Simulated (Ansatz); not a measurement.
# LaCuC2: relaxing a made-up structure, part 2 of 2

Starting from a made-up structure for LaCuC2, the aim is the relaxed cell, its shortest contacts and, where a second run follows, its electronic structure.

Ansatz 0.2.0; DFT, PBE, plane-wave PAW, files of the set soft_1, scalar-relativistic, ferromagnetic start, cell and ions relaxed at zero pressure; PAW set soft_1 (the session's first sound run).

So far: Starting point; Relaxation of the guess. The relaxed cell has a = 3.827, c = 7.637 Å (conventional setting).

## Step 3: Bands of the relaxed cell

With the geometry fixed, one more self-consistent run, with a narrower smearing and the mesh shown in its input, gives the bands, and its pressure, and its forces where symmetry allows any, show how far the geometry depends on these settings.

This step: DFT, PBE, plane-wave PAW, files of the set soft_1, scalar-relativistic, no spin, bands and density of states at the relaxed cell; PAW set soft_1 (Ansatz 0.2.0).

The input, input.yaml:

```yaml
crystal:
  lattice:
    - [3.8267812374, 0.0, 0.0]
    - [0.0, 3.8267812374, 0.0]
    - [0.0, 0.0, 7.6366486003]
  atoms:
    - { symbol: La, position: [0.5, 0.0, 0.3232387583] }
    - { symbol: La, position: [0.0, 0.5, 0.6767612417] }
    - { symbol: Cu, position: [0.5, 0.5, 0.0] }
    - { symbol: Cu, position: [0.0, 0.0, 0.0] }
    - { symbol: C, position: [0.5, 0.0, 0.6582686649] }
    - { symbol: C, position: [0.0, 0.5, 0.3417313351] }
    - { symbol: C, position: [0.5, 0.0, 0.8374284442] }
    - { symbol: C, position: [0.0, 0.5, 0.1625715558] }
kpoints:
  mp_grid: { grid: [8, 8, 4] }
  band_path:
    path:
      - [[0.0, 0.0, 0.0], [0.0, 0.5, 0.0], [0.5, 0.5, 0.0], [0.0, 0.0, 0.0], [0.0, 0.0, 0.5], [0.0, 0.5, 0.5], [0.5, 0.5, 0.5], [0.0, 0.0, 0.5]]
      - [[0.0, 0.5, 0.0], [0.0, 0.5, 0.5]]
      - [[0.5, 0.5, 0.0], [0.5, 0.5, 0.5]]
    npoints: 8
scf:
  occupations: { method: fermi_dirac, width: 0.03 }
  n_extra_bands: 12
hamiltonian:
  xc: pbe
  pseudopotentials: { kind: paw, azcp: { folder: soft_1 } }
output:
  forces: true
  stress: true
  write_bands: true
  dos: { projected: true }
  write_density: true
  write_potential: true
  elf: true
  volumetric_format: npy
```

Launch:

```bash
$ ansatz run input.yaml --threads 4 --pin off --max-ram 10240MiB --backend cpu --events-out ev --progress --plain --runs-dir out
```

Numbers of over 12 decimals in the logs are rounded to 6 here.

What it wrote:

```text
La: projections on atomic orbitals take those of the free atom [Kr 4d10] 4f0 5s2 5p6 5d1 6s2, of charge +0.00 (hamiltonian.pseudopotentials.projection_atoms); the dataset's partial waves leave at most 1.9e-5 of an orbital's norm unspanned inside its sphere
[...]
Crystal: 8 atoms, lattice volume = 111.833 Å³
Basis set: ecut = 420 eV, 2153 PW (Γ), exchange–correlation on 54×54×108 points (8 copies of the dense FFT grid, shifted against one another)
Bands: 50, of which v1, the nominal top of the filled ones, is band 38 counted from 1 (37 counted from 0)
Symmetry: 16 space group operations
[...]
k-points: 45 of 256
[...]
SCF iter   1: F=—  HF=-26814.172435 eV  |F-HF|=—  |Δ(HF+E_count)|=         —  Δρ=1.42e0  dr2=3.34e3  ethr=3.10e-3  ⟨swp⟩=6.6  Hψ=8381  notcnv=0
[...]
SCF iter  14: F=-26754.111853 eV  HF=-26754.111853 eV  |F-HF|=1.38e-8  |Δ(HF+E_count)|=   2.23e-8  Δρ=3.07e-6  dr2=1.50e-8  ethr=1.32e-10  ⟨swp⟩=23.0  Hψ=22215  notcnv=0
SCF 1 converged in 14 iterations: F = -26754.111853 eV  dr2 = 1.50e-8
[...]
NSCF: frozen V_eff on 75 k-points
SCF converged after 14 iterations
Free energy (F): -26754.111853 eV
[...]
Internal energy: -26754.100649 eV  (E = F + TS)
E sigma→0 (E₀):  -26754.106251 eV
Entropy (-TS):   -0.011204 eV (-1.400 meV/atom)
Fermi energy:    13.407018 eV
[...]
--- Forces (eV/Å), atoms counted from 1 ---
  atom   1  La     0.00000000     0.00000000     0.03010643
  atom   2  La     0.00000000     0.00000000    -0.03010643
  atom   3  Cu     0.00000000     0.00000000     0.00000000
  atom   4  Cu     0.00000000     0.00000000     0.00000000
  atom   5  C      0.00000000     0.00000000    -0.00622516
  atom   6  C      0.00000000     0.00000000     0.00622516
  atom   7  C      0.00000000     0.00000000    -0.01977922
  atom   8  C      0.00000000     0.00000000     0.01977922
  max |Σ_I F_I| component: 0.00e0 eV/Å
--- Stress (GPa, compression-positive) ---
       -0.027788       0.000000       0.000000
        0.000000      -0.027788       0.000000
        0.000000       0.000000       0.119530
  P = ⅓ Tr σ = 0.0213 GPa (0.213 kbar)
--- Band table (eV; the first three rows and the last of 45) ---
  k-point 0: bands = [... 34 lower, 11.2220, 11.8500, 12.8101, 12.9968, 12.9968, 13.4482, 15.5083, 15.6261, ... 8 higher]
  k-point 1: bands = [... 34 lower, 11.2234, 11.5232, 12.6362, 13.2920, 13.2920, 13.6119, 15.1862, 15.1862, ... 8 higher]
  k-point 2: bands = [... 34 lower, 11.2191, 11.2219, 12.5065, 13.7300, 13.7811, 13.7811, 14.5930, 14.5930, ... 8 higher]
  k-point 44: bands = [... 34 lower, 11.2236, 11.2236, 12.0409, 12.0409, 13.2008, 13.2008, 15.9557, 15.9557, ... 8 higher]
```

The job ended after 9.2 s (4 threads of AMD EPYC 7B13 (Zen 3), shared host; peak memory 0.7 GiB; 35 s of CPU time).

In the SCF lines HF is the Harris–Foulkes energy and dr2 the Hartree energy of the density residual, in eV; the loop may stop once dr2 is under the threshold and the program's other checks hold. Hψ counts applications of the Hamiltonian.

This step gave:

```
free energy             : -26754.1119 eV
energy at zero smearing : -26754.1063 eV
smearing term TS        : 0.01120 eV
pressure                : 0.02132 GPa
```

bands.tsv at the labelled points (eV, zero at the Fermi level; the bands that come nearest the Fermi level along the path):

| point | band 35 | band 36 | band 37 | band 38 | band 39 | band 40 | band 41 | band 42 |
| --- | --- | --- | --- | --- | --- | --- | --- | --- |
| Γ | -2.19 | -1.56 | -0.60 | -0.41 | -0.41 | 0.04 | 2.10 | 2.22 |
| X | -2.73 | -2.73 | -0.08 | -0.08 | 0.97 | 0.97 | 2.36 | 2.36 |
| M | -2.19 | -2.19 | -1.38 | -1.38 | 0.59 | 0.59 | 2.19 | 2.19 |
| Γ | -2.19 | -1.56 | -0.60 | -0.41 | -0.41 | 0.04 | 2.10 | 2.22 |
| Z | -2.19 | -2.19 | -0.90 | 0.32 | 0.37 | 0.37 | 1.19 | 1.19 |
| R | -2.45 | -2.45 | -0.36 | -0.36 | 1.27 | 1.27 | 1.95 | 1.95 |
| A | -2.18 | -2.18 | -1.37 | -1.37 | -0.21 | -0.21 | 2.55 | 2.55 |
| Z | -2.19 | -2.19 | -0.90 | 0.32 | 0.37 | 0.37 | 1.19 | 1.19 |
| X | -2.73 | -2.73 | -0.08 | -0.08 | 0.97 | 0.97 | 2.36 | 2.36 |
| R | -2.45 | -2.45 | -0.36 | -0.36 | 1.27 | 1.27 | 1.95 | 1.95 |
| M | -2.19 | -2.19 | -1.38 | -1.38 | 0.59 | 0.59 | 2.19 | 2.19 |
| A | -2.18 | -2.18 | -1.37 | -1.37 | -0.21 | -0.21 | 2.55 | 2.55 |

Counts of states for the cell as run, both spins, by energy window (eV from the Fermi level):

| from | to | total |
| --- | --- | --- |
| -8 | -7 | 2.69 |
| -7 | -6 | 0.00 |
| -6 | -5 | 4.18 |
| -5 | -4 | 7.56 |
| -4 | -3 | 9.50 |
| -3 | -2 | 10.32 |
| -2 | -1 | 1.33 |
| -1 | 0 | 3.07 |
| 0 | 1 | 3.73 |
| 1 | 2 | 2.09 |

A further 37.3 states lie below the table's range.

ELF in the ac plane at fractional y = 0.000, with atoms of La and Cu and C within 0.2 Å of it. It is the smooth field of the valence electrons, not physical close to the nuclei.

Ten even steps from '_' (0.04) to '@' (0.87), each cell a mean:
```
++--....::++**##**==......--
........++%%%%%%%%##==......
......==##%%**++##%%##--....
....::++##**..__--####==::..
....::++####++==++##**==....
____..==##%%@@@@@@%%**--..__
____::==##%%######%%**==..__
____--**##**::__--####++::__
__..==##@@%%==::++%%%%**--..
....==##@@@@@@%%@@@@@@**--..
..::--++##%%%%%%%%##**==::..
........::::------::........
....____..--++++==--..____..
..____--**%%@@@@@@%%++::____
____..**@@%%**++##@@%%==..__
____::##@@##::__--%%@@**..__
____::##@@##::__--%%@@**..__
____..++@@@@##++##@@%%==____
______::##@@@@%%@@%%++::____
........::==++++++--........
..........__......__........
..........________..........
--::........____..........::
%%==........::::::......::++
```
Columns run along a (3.8 Å), rows up along c (7.6 Å). Atoms in or near the plane, at fractional coordinates: La at (0.50, 0.32), Cu at (0.00, 0.00), C at (0.50, 0.66), C at (0.50, 0.84).

Valence density in the ac plane at fractional y = 0.000, with atoms of La and Cu and C within 0.2 Å of it. It is the smooth field of the valence electrons, not physical close to the nuclei.

Ten steps, logarithmic in the rise over the least value, from '_' (0 e/Å³) to '@' (63 e/Å³), each cell a mean:
```
%%##--..______________..++##
++==::..__..........__..::==
....____..::::::::....____..
________..::::::::....______
________..::::::::....______
________..::::--::..________
________..::::--::....______
________..::::::::....______
________..::::::::....______
________....::::::..________
__________........__________
____________________________
____________......__________
________....::::::....______
______....::::::::::..______
______..::::::::::::::..____
______..::::::::::::::..____
______....::::::::::..______
________....::::::..________
____________....____________
____________________________
--::..__________________..::
##**--..______________..==**
@@%%==..______________::++%%
```
Columns run along a (3.8 Å), rows up along c (7.6 Å). Atoms in or near the plane, at fractional coordinates: La at (0.50, 0.32), Cu at (0.00, 0.00), C at (0.50, 0.66), C at (0.50, 0.84).

Electrostatic potential energy in the ac plane at fractional y = 0.000, with atoms of La and Cu and C within 0.2 Å of it. With pseudopotentials it is smooth inside the atoms' cores, unlike the true potential.

Values in eV, 24 rows by 14 columns, each cell a mean:
```
-48 -45 -24   1  12  14  13  13  14  14  10  -5 -33 -47
-32 -24  -6   8  12   8   0  -3   2  10  11   5 -12 -27
  0   4  10  12   9 -10 -30 -37 -26  -2  11  12   8   2
 12  13  14  13   5 -22 -44 -48 -41 -12   9  13  13  13
 14  14  15  14   8 -14 -35 -42 -31  -5  11  14  15  14
 14  14  15  14  11   3 -11 -18  -8   7  13  14  15  14
 14  14  14  14  10  -5 -23 -30 -19   2  12  14  14  14
 14  14  14  13   6 -20 -42 -47 -38 -10  10  14  14  14
 14  14  15  14   8 -16 -39 -45 -35  -7  11  15  15  14
 15  15  15  15  13   2 -13 -19 -10   7  14  15  15  15
 16  16  16  16  15  13  10   8  11  14  15  16  16  16
 16  16  15  15  13  12  11  10  11  12  14  15  16  16
 16  15  14  12   9   5   1   0   2   6  10  13  15  15
 15  14  12   7  -1 -13 -20 -22 -19  -9   2   9  13  15
 14  13   9   1 -14 -26 -23 -20 -25 -23  -9   4  11  14
 14  12   8  -3 -21 -24  -8   1 -13 -26 -16   1  10  13
 13  12   8  -3 -21 -25 -10  -1 -14 -26 -16   1  10  13
 14  13   9   2 -12 -25 -25 -22 -25 -22  -8   5  11  13
 14  13  11   8   0 -11 -18 -20 -17  -7   3   9  12  14
 13  13  13  11   9   5   2   1   3   6  10  12  13  13
  8   9  11  12  12  11  10  10  10  11  12  12  11   9
-19 -12   1  10  13  14  14  14  14  14  12   8  -3 -15
-46 -40 -18   4  12  15  15  15  15  14  11  -2 -27 -42
-48 -48 -29  -2  12  15  16  16  15  14  10  -9 -39 -48
```
Columns run along a (3.8 Å; values clipped at the 3rd and 97th percentile), rows up along c (7.6 Å). Atoms in or near the plane, at fractional coordinates: La at (0.50, 0.32), Cu at (0.00, 0.00), C at (0.50, 0.66), C at (0.50, 0.84).

## Step 4: Outcome

| Item | Value |
| --- | --- |
| space group, relaxed | P4/nmm |
| conventional cell | a = 3.827, b = 3.827, c = 7.637 Å; α = 90.0°, β = 90.0°, γ = 90.0° |
| volume per atom | 13.98 Å³ (guess 14.06) |
| total moment | 0.00 μB in the cell of 8 atoms |

In words: LaCuC2 relaxes to P4/nmm with a = 3.827, b = 3.827 and c = 7.637 Å. The guessed volume was near the relaxed one. The space group P4/nmm was held in the relaxation, so the end point is a stationary structure within it and may be a saddle against distortions or other arrangements. The moments died out from this one start and weren't seeded again at the relaxed cell. Bands cross the Fermi level, so it is a metal or semimetal at this level. On the 8×8×4 mesh with the narrower smearing (relaxed on 7×7×4) the largest force component is 0.030 eV/Å and the largest stress component is 0.120 GPa, against the relaxation's thresholds of 0.015 eV/Å and 0.05 GPa. The cutoff wasn't tested. Spin-orbit coupling is left out, which can matter for elements this heavy. No dispersion term is used, so weakly bound directions may come out too long. Nothing here tests whether the compound is stable against decomposition.

[Logs are printed without paths, hosts, clocks, repeated set-up lines and the standing remarks that a program may print on its own settings, such as how far it seeks lower states.]

[Hosts, paths, dates, database ids (printed as entryN), source tags and the programs' standing remarks are cut or masked in the printed files.]
